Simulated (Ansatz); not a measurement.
# Slab bands of arsenene, 4 layers

Wanted: the bands of arsenene, 4 layers, and its levels against the vacuum.

Main program and level: Ansatz 0.2.0; plane-wave DFT, PBE-D3(BJ), Ansatz PAW, in the first sound run; inputs show where later runs differ.

The raw output is cut from this account; settings, times and results stay.

## (1) The system as given

The cell holds 8 atoms: 8 As. Cell: a = 3.610 Å, b = 3.610 Å, c = 32.600 Å, α = 90.0°, β = 90.0°, γ = 120.0°. Regions: layer 1: arsenene, 2 atoms (2 As); layer 2: arsenene, 2 atoms (2 As); layer 3: arsenene, 2 atoms (2 As); layer 4: arsenene, 2 atoms (2 As). Vacuum lies along c.

As a file:

```cif
data_structure
_symmetry_space_group_name_H-M 'P 1'
_symmetry_Int_Tables_number 1
_cell_length_a 3.6100
_cell_length_b 3.6100
_cell_length_c 32.6000
_cell_angle_alpha 90.000
_cell_angle_beta 90.000
_cell_angle_gamma 120.000
_cell_volume 367.93
loop_
_atom_site_label
_atom_site_type_symbol
_atom_site_fract_x
_atom_site_fract_y
_atom_site_fract_z
_atom_site_occupancy
As1 As 0.66667 0.33333 0.27607 1
As2 As 0.33333 0.66667 0.31902 1
As3 As 0.00000 0.00000 0.41104 1
As4 As 0.66667 0.33333 0.45399 1
As5 As 0.33333 0.66667 0.54601 1
As6 As 0.00000 0.00000 0.58896 1
As7 As 0.66667 0.33333 0.68098 1
As8 As 0.33333 0.66667 0.72393 1
```

## (2) Relaxing the slab

The structure is relaxed first, because levels and dipoles at a surface follow the positions of the outer atoms.

File input.yaml:

```yaml
crystal:
  lattice:
    - [3.61, 0.0, 0.0]
    - [-1.805, 3.1263517077, 0.0]
    - [0.0, 0.0, 32.6]
  atoms:
    - { symbol: As, position: [0.6666666667, 0.3333333333, 0.2760736196] }
    - { symbol: As, position: [0.3333333333, 0.6666666667, 0.3190184049] }
    - { symbol: As, position: [0.0, 0.0, 0.4110429448] }
    - { symbol: As, position: [0.6666666667, 0.3333333333, 0.4539877301] }
    - { symbol: As, position: [0.3333333333, 0.6666666667, 0.5460122699] }
    - { symbol: As, position: [0.0, 0.0, 0.5889570552] }
    - { symbol: As, position: [0.6666666667, 0.3333333333, 0.6809815951] }
    - { symbol: As, position: [0.3333333333, 0.6666666667, 0.7239263804] }
kpoints:
  mp_grid: { grid: [12, 12, 1] }
hamiltonian:
  xc: pbe
  dispersion: d3bj
scf:
  occupations: { method: fermi_dirac, width: 0.1 }
  convergence: { dr2_threshold: 1.0e-08 }
efield:
  axis: 3
  dipole_correction: true
  ramp_position: 0.97
  ramp_width: 0.06
relax:
  f_tol: 0.01
  max_steps: 60
output:
  write_potential: true
  write_density: true
  volumetric_format: npy
```

Launch:

```
> ansatz run input.yaml --threads 4 --pin off --max-ram 6144MiB --backend cpu --events-out ev --progress --plain --runs-dir out
```

It took 96 s on 4 threads of Intel Xeon Platinum 8488C (Sapphire Rapids), shared host; peak memory 1.1 GiB.

Step by step:

```
step  energy less that of the first step (eV)  largest force component (eV/Å)
   1                                   0.0000                          0.3042
   2                                  -0.0492                          0.2277
   3                                  -0.1018                          0.0929
   4                                  -0.1468                          0.0486
   5                                  -0.1822                          0.0346
   6                                  -0.2024                          0.0180
   7                                  -0.1999                          0.2149
   8                                  -0.2047                          0.0123
   9                                  -0.2049                          0.0016
```

Relaxation step 7 was tried and not accepted.

The run keeps the 6 symmetry operations that the program found, so distortions that break them were not tested.

The atoms that moved most (Å):

```
atom     dx     dy      dz  length
 As8  0.000  0.000  -1.056   1.056
 As1  0.000  0.000   1.056   1.056
 As7  0.000  0.000  -1.024   1.024
 As2  0.000  0.000   1.024   1.024
 As3  0.000  0.000   0.372   0.372
 As6  0.000  0.000  -0.372   0.372
 As4  0.000  0.000   0.326   0.326
 As5  0.000  0.000  -0.326   0.326
```

This step gave:

| Item | Value |
| --- | --- |
| energy at zero smearing | -38851.6875 eV |
| work function, upper face | 4.161 eV |

The relaxation took 9 steps and lowered the energy by 0.20 eV; the largest force on the free atoms ends at 0.0016 eV/Å.

The work function of the upper face is 4.16 eV.

## (3) Bands and layer weights

This step: plane-wave DFT, PBE, Ansatz PAW (Ansatz 0.2.0).

The bands of the relaxed layer, with projections on the atoms.

File input.yaml:

```yaml
crystal:
  lattice:
    - [3.61, 0.0, 0.0]
    - [-1.805, 3.1263517077, 0.0]
    - [0.0, 0.0, 32.6]
  atoms:
    - { symbol: As, position: [0.6666666667, 0.3333333333, 0.308455181] }
    - { symbol: As, position: [0.3333333333, 0.6666666667, 0.3504337953] }
    - { symbol: As, position: [0.0, 0.0, 0.4224589564] }
    - { symbol: As, position: [0.6666666667, 0.3333333333, 0.4640029238] }
    - { symbol: As, position: [0.3333333333, 0.6666666667, 0.5359970958] }
    - { symbol: As, position: [0.0, 0.0, 0.577541063] }
    - { symbol: As, position: [0.6666666667, 0.3333333333, 0.6495661842] }
    - { symbol: As, position: [0.3333333333, 0.6666666667, 0.6915448004] }
kpoints:
  mp_grid: { grid: [12, 12, 1] }
  band_path:
    path: [[0, 0, 0], [0.5, 0, 0], [0.33333333, 0.33333333, 0], [0, 0, 0]]
    npoints: 24
hamiltonian:
  xc: pbe
scf:
  occupations: { method: fermi_dirac, width: 0.05 }
  convergence: { dr2_threshold: 1.0e-09 }
efield:
  axis: 3
  dipole_correction: true
  ramp_position: 0.97
  ramp_width: 0.06
output:
  fatbands: true
  dos: { projected: true, e_range: [-8, 5] }
  write_potential: true
  write_density: true
  volumetric_format: npy
  elf: true
```

Run time: 59 s. Hardware: 4 threads; peak memory 1.7 GiB.

Read from the output:

* energy at zero smearing: -38848.7414 eV
* work function, upper face: 4.125 eV

The density of states has structure finer than the step of the table below, so its rows give means over 0.5 eV. Peaks (eV: height): -6.21: 7.63, -5.59: 9.23, -4.71: 11.5, -3.86: 7.86, -3.31: 9.15, 0.96: 7.64, 1.77: 17.4.

Density of states against energy, zero at the Fermi level; means over each step:

```
energy (eV)  density of states (states/eV a cell)
       -7.5                                 0.372
       -7.0                                 0.320
       -6.5                                 0.878
       -6.0                                  2.72
       -5.5                                  3.87
       -5.0                                  3.06
       -4.5                                  4.82
       -4.0                                  5.50
       -3.5                                  6.36
       -3.0                                  5.79
       -2.5                                  5.02
       -2.0                                  4.19
       -1.5                                  3.22
       -1.0                                  1.39
       -0.5                                  1.00
        0.0                                  1.39
        0.5                                  2.98
        1.0                                  5.05
        1.5                                  5.75
```

Projected DOS per atom over height of the atomic layer and energy from the Fermi level. Layers: As As As As As As As As from below.

Ten even steps from '0' (0.02 states/eV) to '9' (1.03 states/eV), each cell a mean:
```
66666666
65655656
54555545
32333323
10111101
10111101
11111111
43333334
44333344
75555557
75555557
97777779
76777767
55555555
56455465
23333332
35433453
11333311
00233200
00000000
00000000
00000000
```
Columns: height of the atomic layer (Å) from 10.1 to 22.5 (not evenly spaced); rows upwards: energy from the Fermi level (eV) from -7.96 to 1.95.

Shares of the projected weight; 8 atomic layers. The electronic bands at the labelled points (eV, zero at the Fermi level):

```
  point  band 57  band 58  band 59  band 60  band 61  band 62  band 63  band 64
      Γ    -1.37    -1.37    -0.69     0.19     0.38     1.30     1.30     1.79
halfway    -2.27    -2.26    -1.60    -0.76     0.42     0.79     1.49     1.93
      M    -3.17    -2.94    -2.45    -1.46     0.02     0.20     1.02     1.56
halfway    -3.38    -2.73    -2.15    -2.08     0.24     0.95     1.35     1.71
      K    -3.46    -3.18    -2.79    -2.79     0.52     0.98     0.98     1.34
halfway    -2.29    -1.80    -1.33    -0.81     0.77     1.41     1.62     1.77
      Γ    -1.37    -1.37    -0.69     0.19     0.38     1.30     1.30     1.79
```

The largest weight of each band there:

```
point              band 57              band 58        band 59              band 60        band 61        band 62              band 63              band 64
    Γ  top two layers 0.41  top two layers 0.41  interior 0.50  top two layers 0.38  interior 0.42  interior 0.80        interior 0.80        interior 0.36
    M  top two layers 0.42        interior 0.54  interior 0.36        interior 0.52  interior 0.48  interior 0.64  top two layers 0.34        interior 0.82
    K  top two layers 0.45        interior 0.82  interior 0.42        interior 0.42  interior 0.38  interior 0.73        interior 0.73  top two layers 0.41
    Γ  top two layers 0.41  top two layers 0.41  interior 0.50  top two layers 0.38  interior 0.42  interior 0.80        interior 0.80        interior 0.36
```

Surface states, by row:

```
point  level (eV from the Fermi level)  share on the top two layers  share on the bottom two layers
    Γ                           -1.392                        0.473                          0.4729
    Γ                           -1.392                        0.473                          0.4729
    Γ                           -1.367                       0.4102                          0.4102
    Γ                           -1.367                       0.4102                          0.4102
    K                            1.335                       0.4122                          0.4122
```

Valence density in the ca plane at fractional y = 0.333, with atoms of As within 0.2 Å of it. It is the smooth field of the valence electrons, not physical close to the nuclei.

Ten steps, logarithmic in the rise over the least value, from '0' (0 e/Å³) to '9' (25 e/Å³), each cell a mean:
```
10000011222211001111100011222111000000000000
10000011357531000000000123674210000000000000
10000001489842000000000125997310000000000000
10000001379741000000000125886210000000000000
10000011245421000000000012443210000000000000
11000111122110011111110001121111000000000000
11101111111000011222211000011111100000000000
11111111110000112222211000001111100000000000
11101111111100011111111000111111100000000000
```
Columns run along c (16.0 Å, from fractional 0.35 to 0.84 of the cell), rows up along a (3.6 Å). Atoms in or near the plane, at fractional coordinates: As at (0.46, 0.67), As at (0.65, 0.67).

ELF in the ca plane at fractional y = 0.333, with atoms of As within 0.2 Å of it. It is the smooth field of the valence electrons, not physical close to the nuclei.

Values, 5 rows by 16 columns, each cell a mean:
```
0.27 0.11 0.42 0.57 0.61 0.21 0.25 0.24 0.32 0.62 0.56 0.34 0.13 0.02 0.00 0.00
0.16 0.03 0.31 0.33 0.62 0.26 0.05 0.05 0.49 0.47 0.38 0.19 0.02 0.00 0.00 0.00
0.26 0.10 0.40 0.54 0.62 0.22 0.23 0.21 0.33 0.61 0.55 0.32 0.12 0.02 0.00 0.00
0.48 0.31 0.53 0.44 0.23 0.42 0.62 0.59 0.30 0.28 0.50 0.58 0.48 0.10 0.01 0.00
0.49 0.32 0.53 0.42 0.19 0.44 0.64 0.60 0.32 0.25 0.48 0.59 0.51 0.11 0.01 0.00
```
Columns run along c (16.0 Å, from fractional 0.35 to 0.84 of the cell), rows up along a (3.6 Å). Atoms in or near the plane, at fractional coordinates: As at (0.46, 0.67), As at (0.65, 0.67).

Electrostatic potential energy in the ca plane at fractional y = 0.333, with atoms of As within 0.2 Å of it. With pseudopotentials it is smooth inside the atoms' cores, unlike the true potential.

Values in units of 1e0 eV, 5 rows by 16 columns, each cell a mean:
```
 4.0  5.0  1.7 -8.6 -5.1  4.2  3.5  3.5  3.5 -7.9 -6.5  3.6  6.2  7.0  7.1  7.1
 4.7  5.7 -0.3 -0.6 -4.8  4.5  5.2  5.2  1.7 -1.2 -5.2  4.0  6.5  7.0  7.1  7.1
 4.0  5.1  1.6 -8.7 -5.5  4.2  3.7  3.8  3.4 -8.0 -6.9  3.6  6.3  7.0  7.1  7.1
-0.3  3.2 -1.5  1.4  3.8  1.8 -1.8 -1.6  3.5  3.1  0.6 -0.8  5.5  7.0  7.1  7.1
-0.5  3.0 -2.3  1.9  4.2  1.7 -2.0 -2.4  3.4  3.7  0.9 -0.9  5.5  7.0  7.1  7.1
```
Columns run along c (16.0 Å, from fractional 0.35 to 0.84 of the cell; values clipped at the 3rd and 97th percentile), rows up along a (3.6 Å). Atoms in or near the plane, at fractional coordinates: As at (0.46, 0.67), As at (0.65, 0.67).

The work function of the upper face is 4.12 eV.

## (4) With spin-orbit coupling

This step: plane-wave DFT, PBE, fully relativistic PAW with spin-orbit coupling (Ansatz 0.2.0).

Heavy atoms split their bands by spin-orbit coupling, so the bands are run again with fully relativistic files.

input.yaml, the sections that differ from step 3:

```yaml
hamiltonian:
  xc: pbe
  pseudopotentials: { kind: paw_fr }
magnetization:
  noncollinear: true
  spin_orbit: true
scf:
  occupations: { method: fermi_dirac, width: 0.05 }
  convergence: { dr2_threshold: 1.0e-08 }
output:
  fatbands: true
  write_potential: true
  write_density: true
  volumetric_format: npy
kpoints:
  mp_grid: { grid: [12, 12, 1] }
  band_path:
    path: [[0, 0, 0], [0.5, 0, 0], [0.33333333, 0.33333333, 0], [0, 0, 0]]
    npoints: 14
# crystal, efield: as in step 3
```

It took 5.6 min on 4 threads; peak memory 4.4 GiB.

Numbers from this step:

```
energy at zero smearing : -38849.7592 eV
```

Shares of the projected weight; 8 atomic layers. The electronic bands at the labelled points (eV, zero at the Fermi level):

```
  point  band 117  band 118  band 119  band 120  band 121  band 122  band 123  band 124
      Γ     -0.67     -0.67      0.19      0.19      0.37      0.37      1.20      1.20
halfway     -1.60     -1.60     -0.75     -0.75      0.42      0.42      0.79      0.79
      M     -2.44     -2.44     -1.45     -1.45      0.02      0.02      0.21      0.21
halfway     -2.15     -2.15     -2.07     -2.07      0.24      0.24      0.95      0.95
      K     -2.80     -2.80     -2.78     -2.78      0.52      0.52      0.97      0.97
halfway     -1.33     -1.33     -0.81     -0.81      0.77      0.77      1.41      1.41
      Γ     -0.67     -0.67      0.19      0.19      0.37      0.37      1.20      1.20
```

The largest weight of each band there:

```
point       band 117       band 118             band 119             band 120       band 121       band 122       band 123       band 124
    Γ  interior 0.48  interior 0.48  top two layers 0.38  top two layers 0.38  interior 0.42  interior 0.42  interior 0.80  interior 0.80
    M  interior 0.36  interior 0.36        interior 0.52        interior 0.52  interior 0.48  interior 0.48  interior 0.64  interior 0.64
    K  interior 0.45  interior 0.45        interior 0.41        interior 0.41  interior 0.38  interior 0.38  interior 0.73  interior 0.73
    Γ  interior 0.48  interior 0.48  top two layers 0.38  top two layers 0.38  interior 0.42  interior 0.42  interior 0.80  interior 0.80
```

Surface states, by row:

```
point  level (eV from the Fermi level)  share on the top two layers  share on the bottom two layers
    Γ                           -1.531                       0.4754                          0.4754
    Γ                           -1.531                       0.4754                          0.4754
    Γ                           -1.476                       0.4434                          0.4434
    Γ                           -1.476                       0.4434                          0.4434
    Γ                           -1.267                       0.4735                          0.4735
    Γ                           -1.267                       0.4735                          0.4735
    Γ                           -1.243                       0.4121                          0.4121
    Γ                           -1.243                       0.4121                          0.4121
    K                            1.335                        0.388                          0.4354
    K                            1.335                       0.4354                           0.388
```

The work function of the upper face is 4.13 eV.

## (5) Close to the zone centre

A Rashba splitting shows at small k, so a short path out of the zone centre is sampled finely.

Edit input.yaml of step 4 so:

```diff
@@ -35,4 +35,2 @@
   mp_grid: { grid: [12, 12, 1] }
-  band_path:
-    path: [[0, 0, 0], [0.5, 0, 0], [0.33333333, 0.33333333, 0], [0, 0, 0]]
-    npoints: 14
+  band_path: { path: [[0, 0, 0], [0.1493, 0, 0]], npoints: 30 }
```

The job ended after 4.3 min (4 threads; peak memory 4.5 GiB).

Shares of the projected weight; 8 atomic layers. Electronic bands along the path, in eV, zero at the Fermi level:

```
  point  band 117  band 118  band 119  band 120  band 121  band 122  band 123  band 124
      Γ     -0.67     -0.67      0.19      0.19      0.37      0.37      1.20      1.20
halfway     -0.26     -0.26      0.38      0.38      0.83      0.83      1.34      1.34
    end     -0.76     -0.76     -0.13     -0.13      0.84      0.84      1.39      1.39
```

The largest weight of each band there:

```
point       band 117       band 118             band 119             band 120       band 121       band 122       band 123       band 124
    Γ  interior 0.48  interior 0.48  top two layers 0.38  top two layers 0.38  interior 0.42  interior 0.42  interior 0.80  interior 0.80
  end  interior 0.60  interior 0.60        interior 0.48        interior 0.48  interior 0.43  interior 0.43  interior 0.37  interior 0.37
```

Surface states, by row:

```
point  level (eV from the Fermi level)  share on the top two layers  share on the bottom two layers
  end                           -1.883                       0.4185                          0.4285
  end                           -1.883                       0.4285                          0.4185
    Γ                           -1.531                       0.4754                          0.4754
    Γ                           -1.531                       0.4754                          0.4754
    Γ                           -1.476                       0.4434                          0.4434
    Γ                           -1.476                       0.4434                          0.4434
    Γ                           -1.267                       0.4735                          0.4735
    Γ                           -1.267                       0.4735                          0.4735
    Γ                           -1.243                       0.4121                          0.4121
    Γ                           -1.243                       0.4121                          0.4121
```

The levels on this short path go into the next step.

## (6) Results

```yaml
work_function: 4.12 eV
level_with_weight_on_the_outer_layers_nearest_the_fermi_level_at_the_zone_centre: -1.37 eV
level_with_weight_on_the_outer_layers_nearest_the_fermi_level_at_k: 1.34 eV
```

In words: 5 levels at the symmetry points, from 3 eV under the Fermi level to 2.0 eV over it, pass the bound for weight on the outer layers; the nearest lies at +1.34 eV at K. In a stack or overlayer this thin such levels are confined to a layer and are no surface states in the usual sense. Levels are listed where the outer two layers of both faces together hold 0.3 more of the projected weight than an even spread would give them (0.9 at most); these levels are without spin-orbit coupling; free-electron-like surface states are only partly caught by such projections, and levels that are merely confined by the slab can pass too. The slab has an inversion centre, so with spin-orbit coupling every level stays doubly degenerate, and a Rashba splitting of one face can't be read off as a split pair. The in-plane lattice is held at a typed value, so part of the relaxation answers the strain against the functional's own lattice constant. Image-potential states are missing at this level, since the potential falls off too fast in the vacuum.

[Long decimals in the printed logs are rounded to 6 places.]

[Logs are printed without paths, hosts, clocks, repeated set-up lines and the standing remarks that a program may print on its own settings, such as how far it seeks lower states.]

[Hosts, paths, dates, database ids (printed as entryN), source tags and the programs' standing remarks are cut or masked in the printed files.]

[Maps of the electrostatic potential energy from Ansatz leave out the sawtooth potential of an applied field or a dipole correction, so their vacuum need not be flat; planar profiles and work functions include it.]
